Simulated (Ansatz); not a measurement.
# Ca on Au(111): change of the work function, part 4 of 5

How does Ca on the bridge site change the work function of Au(111) as the layer fills?

Ansatz 0.2.0; plane-wave DFT, PBE, Ansatz PAW.

So far, work function, upper face (eV): step 2 (the clean slab) 5.16; step 3 (37 atoms, coverage 0.111 ML, cell 3x3) 2.56.

### 4. Adsorbate added, k-mesh 6×6×1, coverage 0.25 ML (continued)

Electrostatic potential energy in the ca plane at fractional y = 0.000, with atoms of Au and Ca within 0.2 Å of it. With pseudopotentials it is smooth inside the atoms' cores, unlike the true potential.

Values in eV, 8 rows by 16 columns, each cell a mean:
```
 -9   4   5   7   4   0 -37 -16   7   7   7   8   8   8   8   8
  4  -8  -4   1  -9   5  -2   5   8   8   8   8   8   8   8   8
  3  -4  -1   3  -5   4 -11   1   8   8   8   8   8   8   8   8
-13   5   7   7   6  -1 -41 -20   6   5   6   7   8   8   8   8
 -9   4   5   7   4   1 -35 -15  -3  -5   4   7   8   8   8   8
  5  -8  -4   1 -11   5   2   3 -27 -33   1   7   8   8   8   8
  2  -4  -1   3  -6   5  -6   0 -21 -27   2   7   8   8   8   8
-13   5   6   7   6  -1 -40 -19   1   0   5   7   8   8   8   8
```
Columns run along c (16.0 Å, from fractional 0.34 to 0.91 of the cell; values clipped at the 3rd and 97th percentile), rows up along a (5.8 Å). Atoms in or near the plane, at fractional coordinates: Au at (0.57, 0.99), Au at (0.57, 0.51), Ca at (0.66, 0.24).

The relaxation took 8 steps and lowered the energy by 0.80 eV; the largest force on the free atoms ends at 0.020 eV/Å.

By hand: a sheet of dipoles makes a step −p/(ε₀A) in the electron's potential. With e/ε₀ = 180.95 V·Å, p = 0.4950 e·Å and A = 28.83 Å², that is −180.95 × (0.4950) / 28.83 = -3.107 eV, and the two vacuum levels of the run differ by -3.107 eV.

The covered face has 2.12 eV, -3.04 eV against the clean one; the bare back face has moved by +0.14 eV, a measure of how thin the slab is.

### 5. Work function against coverage

This step: plane-wave DFT, PBE, Ansatz PAW; work function against coverage (Ansatz 0.2.0).

The runs are now put side by side.

Numbers from this step:

```
work function of the clean face     : 5.161 eV
largest change of the work function : -3.041 eV
```

The work function of the covered face by coverage:

```
coverage (adsorbates/nm²)  work function of the covered face (eV)
                     0.00                                    5.16
                     1.54                                    2.56
                     3.47                                    2.12
```

The dipole per adsorbate comes from the change of the cell's dipole. Coverage, by row:

```
coverage (1/nm²)  coverage (ML)  work function (eV)  change (eV)  dipole per adsorbate, positive end outwards (debye)  mean height of the added atoms over the highest substrate atom (Å)
           1.541         0.1111               2.559       -2.602                                                 4.57                                                                1.95
           3.468           0.25                2.12       -3.041                                                2.432                                                               1.688
```

### 6. The slab at 0.25 ML, atoms frozen

This step: plane-wave DFT, PBE, Ansatz PAW (Ansatz 0.2.0).

To see where the charge goes, the covered slab, the bare substrate and the adsorbate layer are each run at the same frozen positions and on the same grid.

The input, input.yaml:

```yaml
crystal:
  lattice:
    - [5.7699913344, 0.0, 0.0]
    - [2.8849956672, 4.9969590752, 0.0]
    - [0.0, 0.0, 28.2334116221]
  atoms:
    - { symbol: Au, position: [0.0, 0.0, 0.318771253] }
    - { symbol: Au, position: [0.1666666667, 0.1666666667, 0.4022039295] }
    - { symbol: Au, position: [0.332361543, 0.3365117003, 0.4900484149] }
    - { symbol: Au, position: [-0.0090592812, 0.0029821634, 0.5738615266] }
    - { symbol: Au, position: [0.0, 0.5, 0.318771253] }
    - { symbol: Au, position: [0.1666666667, 0.6666666667, 0.4022039295] }
    - { symbol: Au, position: [0.3341121627, 0.8317756746, 0.4890512152] }
    - { symbol: Au, position: [-0.0009721644, 0.5019443287, 0.5931556295] }
    - { symbol: Au, position: [0.5, 0.0, 0.318771253] }
    - { symbol: Au, position: [0.6666666666, 0.1666666667, 0.4022039295] }
    - { symbol: Au, position: [0.8311267567, 0.3365117003, 0.4900484149] }
    - { symbol: Au, position: [0.5060771179, 0.0029821634, 0.5738615266] }
    - { symbol: Au, position: [0.5, 0.5, 0.318771253] }
    - { symbol: Au, position: [0.6666666667, 0.6666666667, 0.4022039295] }
    - { symbol: Au, position: [0.8356314451, 0.8287371097, 0.4880180611] }
    - { symbol: Au, position: [0.4979453672, 0.5041092656, 0.5979584407] }
    - { symbol: Ca, position: [0.2402489825, 0.019502035, 0.6577307476] }
kpoints:
  mp_grid: { grid: [6, 6, 1] }
hamiltonian:
  xc: pbe
scf:
  occupations: { method: fermi_dirac, width: 0.1 }
  convergence: { dr2_threshold: 1.0e-08 }
efield:
  axis: 3
  dipole_correction: true
  ramp_position: 0.97
  ramp_width: 0.06
output:
  write_potential: true
  write_density: true
  volumetric_format: npy
```

On the command line:

```console
ansatz run input.yaml --threads 4 --pin off --max-ram 12288MiB --backend cpu --events-out ev --progress --plain --runs-dir out
```

Numbers of over 12 decimals in the logs are rounded to 6 here.

What it wrote:

```text
[...]
Crystal: 17 atoms, lattice volume = 814.037 Å³
Basis set: ecut = 420 eV, 15983 PW (Γ)
Bands: 189, of which v1, the nominal top of the filled ones, is band 157 counted from 1 (156 counted from 0)
Symmetry: 2 space group operations
[...]
k-points: 13 of 36 (time reversal used)
[...]
SCF iter   1: F=—  HF=-212204.634325 eV  |F-HF|=—  |Δ(HF+E_count)|=         —  Δρ=2.67e-3  dr2=1.06e0  ethr=1.77e-3  p=0.479 e·Å  D=1.07e-1 V/Å  ΔV_dip=-3.01 eV  dr2_dipole=2.56e-2  V_vac-E_F(+/−)=1.73/4.73 eV  ⟨swp⟩=8.3  Hψ=10717  notcnv=0  defer=123
[...]
SCF iter  11: F=-212204.598553 eV  HF=-212204.598553 eV  |F-HF|=6.69e-10  |Δ(HF+E_count)|=   1.35e-8  Δρ=3.16e-7  dr2=1.95e-9  ethr=3.18e-12  p=0.495 e·Å  D=1.10e-1 V/Å  ΔV_dip=-3.10 eV  dr2_dipole=1.10e-10  V_vac-E_F(+/−)=2.12/5.23 eV  ⟨swp⟩=15.7  Hψ=9285  notcnv=0
SCF 1 converged in 11 iterations: F = -212204.598553 eV  dr2 = 1.95e-9
[...]
SCF converged after 11 iterations
Free energy (F): -212204.598553 eV
[...]
Internal energy: -212204.338007 eV  (E = F + TS)
E sigma→0 (E₀):  -212204.468280 eV
Entropy (-TS):   -0.260546 eV (-15.326 meV/atom)
Fermi energy:    4.914675 eV
Dipole field:    D = 0.109967 V/Å  (p = 0.494704 e·Å, saw-weighted, corrected)
Work function:   Φ+ = 2.1219 eV   Φ− = 5.2267 eV
[...]
--- Band table (eV; the first three rows and the last of 13) ---
  k-point 0: bands = [... 153 lower, 4.8409, 4.8821, 4.9158, 5.2433, 5.7086, 5.7403, 5.7616, 5.9544, ... 28 higher]
  k-point 1: bands = [... 153 lower, 4.0445, 4.7824, 4.9053, 4.9398, 5.0586, 5.3759, 5.4043, 5.6108, ... 28 higher]
  k-point 2: bands = [... 153 lower, 3.7729, 4.1260, 4.9408, 4.9486, 5.2702, 5.3224, 5.3851, 5.8062, ... 28 higher]
  k-point 12: bands = [... 153 lower, 3.5721, 3.6851, 3.8479, 4.5718, 4.7267, 5.4778, 5.7870, 6.1693, ... 28 higher]
```

Run time: 1.7 min. Hardware: 4 threads of Arm Neoverse V1, shared host; peak memory 3.9 GiB.

The column dr2 measures how far the density is from self-consistency, as an energy; F and HF (Harris–Foulkes) agree once it is small.

Numbers from this step:

```yaml
energy_at_zero_smearing: -212204.4683 eV
work_function_upper_face: 2.122 eV
dipole_along_the_normal: 0.4947 e·Å
step_between_the_vacuum_levels: -3.105 eV
```

The work function of the upper face is 2.12 eV.

### 7. The substrate of the 0.25 ML cell alone

System of this step: Ca/Au(111), substrate alone, atoms held. The cell holds 16 atoms: 16 Au. Its edges and angles: a = 5.770 Å, b = 5.770 Å, c = 28.233 Å, α = 90.0°, β = 90.0°, γ = 60.0°. Vacuum lies along c.

The second part, atoms unmoved.

Changes to input.yaml since step 6:

```diff
@@ -22,3 +22,2 @@
     - { symbol: Au, position: [0.4979453672, 0.5041092656, 0.5979584407] }
-    - { symbol: Ca, position: [0.2402489825, 0.019502035, 0.6577307476] }
 kpoints:
```

What it wrote:

```text
[...]
Crystal: 16 atoms, lattice volume = 814.037 Å³
Basis set: ecut = 420 eV, 15983 PW (Γ)
Bands: 183, of which v1, the nominal top of the filled ones, is band 152 counted from 1 (151 counted from 0)
Symmetry: 2 space group operations
[...]
k-points: 13 of 36 (time reversal used)
[...]
SCF iter   1: F=—  HF=-210386.384147 eV  |F-HF|=—  |Δ(HF+E_count)|=         —  Δρ=3.12e-3  dr2=1.84e0  ethr=1.77e-3  p=-0.004 e·Å  D=-9.56e-4 V/Å  ΔV_dip=0.03 eV  dr2_dipole=2.72e-1  V_vac-E_F(+/−)=4.75/4.72 eV  ⟨swp⟩=6.8  Hψ=9544  notcnv=0  defer=161
[...]
SCF iter  10: F=-210386.317774 eV  HF=-210386.317774 eV  |F-HF|=1.40e-9  |Δ(HF+E_count)|=   3.43e-8  Δρ=3.42e-7  dr2=1.82e-9  ethr=3.29e-12  p=-0.031 e·Å  D=-6.91e-3 V/Å  ΔV_dip=0.20 eV  dr2_dipole=4.60e-11  V_vac-E_F(+/−)=5.29/5.10 eV  ⟨swp⟩=17.2  Hψ=10068  notcnv=0
SCF 1 converged in 10 iterations: F = -210386.317774 eV  dr2 = 1.82e-9
[...]
SCF converged after 10 iterations
Free energy (F): -210386.317774 eV
[...]
Internal energy: -210386.065071 eV  (E = F + TS)
E sigma→0 (E₀):  -210386.191423 eV
Entropy (-TS):   -0.252702 eV (-15.794 meV/atom)
Fermi energy:    3.411125 eV
Dipole field:    D = -0.006908 V/Å  (p = -0.031078 e·Å, saw-weighted, corrected)
Work function:   Φ+ = 5.2929 eV   Φ− = 5.0978 eV
[...]
--- Band table (eV; the first three rows and the last of 13) ---
  k-point 0: bands = [... 148 lower, 3.2394, 3.4711, 3.4931, 3.5433, 4.4000, 4.4605, 4.4742, 4.7581, ... 27 higher]
  k-point 1: bands = [... 148 lower, 2.3515, 2.7103, 3.4457, 3.4558, 3.8901, 4.0570, 4.1190, 4.1192, ... 27 higher]
  k-point 2: bands = [... 148 lower, 1.7261, 2.6426, 3.0015, 3.4340, 3.4403, 4.0688, 4.1162, 4.6311, ... 27 higher]
  k-point 12: bands = [... 148 lower, 1.7844, 2.1480, 2.3878, 2.5166, 3.4486, 3.5230, 4.3267, 4.9343, ... 27 higher]
```

Wall time 93 s (4 threads); peak memory 3.7 GiB; 6 min of CPU time.

This step gave:

```
energy at zero smearing        : -210386.1914 eV
work function, upper face      : 5.293 eV
work function, lower face      : 5.098 eV
dipole along the normal        : -0.03108 e·Å
step between the vacuum levels : 0.1950 eV
```

The work function of the upper face is 5.29 eV.

### 8. The adsorbate layer of the 0.25 ML cell alone

System of this step: Ca/Au(111), adsorbate layer alone, atoms held. The cell holds 1 atom: 1 Ca. Its edges and angles: a = 5.770 Å, b = 5.770 Å, c = 28.233 Å, α = 90.0°, β = 90.0°, γ = 60.0°. Vacuum lies along c.

The third part; a free layer of atoms may carry a moment, so spin is on.

input.yaml, the sections that differ from step 7:

```yaml
crystal:
  lattice:
    - [5.7699913344, 0.0, 0.0]
    - [2.8849956672, 4.9969590752, 0.0]
    - [0.0, 0.0, 28.2334116221]
  atoms:
    - { symbol: Ca, position: [0.2402489825, 0.019502035, 0.6577307476], spin: 1.0 }
magnetization:
  spin_polarized: true
# kpoints, hamiltonian, scf, efield, output: as in step 7
```

What it wrote:

```text
[...]
Crystal: 1 atoms, lattice volume = 814.037 Å³
Basis set: ecut = 420 eV, 15983 PW (Γ)
Bands: 10, of which v1, the nominal top of the filled ones, is band 5 counted from 1 (4 counted from 0)
Symmetry: 12 space group operations
k-points: 7 of 36
[...]
Starting moments: Σ|m| = 1 μB on 1 of 1 site
[...]
SCF iter   1: F=—  HF=-1814.962891 eV  |F-HF|=—  |Δ(HF+E_count)|=         —  Δρ=8.17e-3 (↑8.17e-3 ↓8.01e-3)  dr2=2.13e-2  dr2_m=4.87e-1  M=0.021 μB ∫|m|=0.039 μB  β_m=0.30  ethr=2.12e-4  p=0.000 e·Å  D=1.23e-9 V/Å  ΔV_dip=-0.00 eV  dr2_dipole=2.10e-13  V_vac-E_F(+/−)=2.97/2.97 eV  ⟨swp⟩=2.0  Hψ=2101  notcnv=0
[...]
spin=Collinear: Resta preconditioning applied to the charge; magnetization (m = ρ↑ − ρ↓) channel mixes plain (no charge-response kernel on spin).
SCF iter   2: F=—  HF=-1815.065771 eV  |F-HF|=—  |Δ(HF+E_count)|=   1.03e-1  Δρ=5.80e-3 (↑5.80e-3 ↓5.69e-3)  dr2=1.26e-2  dr2_m=2.45e-1  M=0.013 μB ∫|m|=0.030 μB  β_m=0.30  ethr=2.12e-4  p=0.000 e·Å  D=8.03e-8 V/Å  ΔV_dip=-0.00 eV  dr2_dipole=4.94e-12  V_vac-E_F(+/−)=2.96/2.96 eV  ⟨swp⟩=1.5  Hψ=177  notcnv=0  κ⁻¹=1.0e0(r=1)
[...]
SCF iter   7: F=—  HF=-1815.167214 eV  |F-HF|=—  |Δ(HF+E_count)|=   3.21e-3  Δρ=1.04e-3 (↑1.04e-3 ↓1.04e-3)  dr2=1.26e-7  dr2_m=8.07e-3  M=0.003 μB ∫|m|=0.008 μB  β_m=0.31  ethr=7.36e-9  p=-0.000 e·Å  D=-1.72e-7 V/Å  ΔV_dip=0.00 eV  dr2_dipole=1.65e-12  V_vac-E_F(+/−)=2.94/2.94 eV  ⟨swp⟩=3.3  Hψ=371  notcnv=0
[...]
spin-set hold released at iteration 7 (site moments contracting): the magnetisation degrees of freedom join the quasi-Newton model from the next iteration; the mixer history was flushed
SCF iter   8: F=—  HF=-1815.168834 eV  |F-HF|=—  |Δ(HF+E_count)|=   1.62e-3  Δρ=7.34e-4 (↑7.34e-4 ↓7.34e-4)  dr2=7.75e-8  dr2_m=4.02e-3  M=0.002 μB ∫|m|=0.006 μB  β_m=0.31  ethr=1.26e-9  p=-0.000 e·Å  D=-3.15e-7 V/Å  ΔV_dip=0.00 eV  dr2_dipole=3.68e-13  V_vac-E_F(+/−)=2.94/2.94 eV  ⟨swp⟩=4.7  Hψ=459  notcnv=0  κ⁻¹=1.0e0(r=1)
density mixer auto → broyden: gapped, with many states about μ (density of states about μ 1.23 of a free-electron gas's, 28 screened modes)
SCF iter   9: F=—  HF=-1815.170426 eV  |F-HF|=—  |Δ(HF+E_count)|=   1.59e-3  Δρ=1.06e-5 (↑1.01e-5 ↓1.06e-5)  dr2=7.38e-9  dr2_m=7.97e-7  M=-0.000 μB ∫|m|=0.002 μB  β_m=0.30  ethr=1.00e-10  p=-0.000 e·Å  D=-5.53e-7 V/Å  ΔV_dip=0.00 eV  dr2_dipole=2.70e-14  V_vac-E_F(+/−)=2.94/2.94 eV  ⟨swp⟩=4.2  Hψ=895  notcnv=0  κ⁻¹=3.8e-6(r=2)
[...]
SCF iter  15: F=-1815.170431 eV  HF=-1815.170431 eV  |F-HF|=4.73e-11  |Δ(HF+E_count)|=  8.23e-10  Δρ=2.20e-8 (↑2.18e-8 ↓2.20e-8)  dr2=6.54e-13  dr2_m=3.40e-12  M=0.000 μB ∫|m|=0.000 μB  ethr=1.00e-12  p=-0.000 e·Å  D=-5.96e-7 V/Å  ΔV_dip=0.00 eV  dr2_dipole=4.92e-15  V_vac-E_F(+/−)=2.94/2.94 eV  ⟨swp⟩=2.9  Hψ=278  notcnv=0
SCF 1 converged in 15 iterations: F = -1815.170431 eV  dr2 = 6.54e-13
[...]
WARN: the starting moments were not kept: the SCF closed with an absolute magnetisation of 9.0e-6 μB, where they sum to 1 μB in size (1 site). That is at most 0.1 of that sum. Measured as dr2_m measures the in/out step, that magnetisation stands 2.3e-12 eV from none, at or under the dr2_threshold of 1.0e-8 eV: it is no larger than a step whose dr2_m would equal this threshold. The system may hold no moment; this SCF  [...]
[...]
this state was not tested for a lower state beside it, because the mixer in use, unlike msr1, does not test its closes by its own steps (another_mixer; see scf.mixing.algorithm and scf.lower_state_search)
SCF converged after 15 iterations
Magnetization: 0.0000 μB (5.0000 up, 5.0000 down)
Absolute magnetization: 0.0000 μB (∫|ρ↑−ρ↓|, with the PAW one-centre terms)
[...]
Per-site moments (μB) at R_I (Å): [(-1.70616122575931e-6, 2.380121)]
Free energy (F): -1815.170431 eV
[...]
Internal energy: -1815.161243 eV  (E = F + TS)
E sigma→0 (E₀):  -1815.165837 eV
Entropy (-TS):   -0.009187 eV (-9.187 meV/atom)
Fermi energy:    -2.429493 eV
Dipole field:    D = -0.000001 V/Å  (p = -0.000002 e·Å, saw-weighted, corrected)
Work function:   Φ+ = 2.9408 eV   Φ− = 2.9408 eV
[...]
--- Band table (eV; the first three rows and the last of 14) ---
[...]
```

It took 7.2 s on 4 threads; peak memory 0.88 GiB; 27 s of CPU time.

Numbers from this step:

```
energy at zero smearing : -1815.1658 eV
dipole along the normal : -2.47e-6 e·Å
```

At this spacing and smearing the free layer keeps no moment.

### 9. Where the charge went at 0.25 ML

This step: plane-wave DFT, PBE, Ansatz PAW; density difference on adsorption (Ansatz 0.2.0).

The densities of the parts are taken from that of the whole and averaged over planes; the first moment of what is left gives the step in the potential.

Numbers from this step:

| Quantity | Value |
| --- | --- |
| largest charge moved | 0.009521 e/Å² |
| potential step from the moved charge | -3.300 eV |

Planar mean, whole system less its parts. Table of electron density difference by z:

```
z (Å)  electron density difference (e/Å³)
    6                              1.0e-6
    7                              2.3e-5
    8                              1.5e-4
    9                             -5.6e-5
   10                              2.8e-4
   11                              6.8e-5
   12                              1.3e-4
   13                              1.8e-4
   14                              3.8e-4
   15                              7.3e-4
   16                            -0.00473
   17                             0.00707
   18                             0.00757
   19                            -0.00155
   20                            -0.00634
   21                            -0.00105
   22                              9.9e-5
   23                              8.8e-5
   24                              3.0e-5
   25                              7.8e-6
   26                              1.8e-6
   27                              3.7e-7
```

Planar mean, whole system less its parts. Table of electrons moved below z by z:

```
z (Å)  electrons moved below z (e/Å²)
    6                          5.8e-7
    7                          9.6e-6
    8                          1.1e-4
    9                          3.4e-5
   10                          2.8e-4
   11                          2.6e-4
   12                         -2.7e-4
   13                          9.4e-5
   14                          9.9e-5
   15                         0.00196
   16                        -0.00145
   17                        -0.00216
   18                         0.00850
   19                         0.00863
   20                         0.00301
   21                         -5.7e-6
   22                         -1.8e-4
   23                         -7.1e-5
   24                         -2.0e-5
   25                         -4.5e-6
   26                         -8.4e-7
```

(Continued in part 5 of 5.)

[Logs are printed without paths, hosts, clocks, repeated set-up lines and the standing remarks that a program may print on its own settings, such as how far it seeks lower states.]

[Hosts, paths, dates, database ids (printed as entryN), source tags and the programs' standing remarks are cut or masked in the printed files.]

[Maps of the electrostatic potential energy from Ansatz leave out the sawtooth potential of an applied field or a dipole correction, so their vacuum need not be flat; planar profiles and work functions include it.]
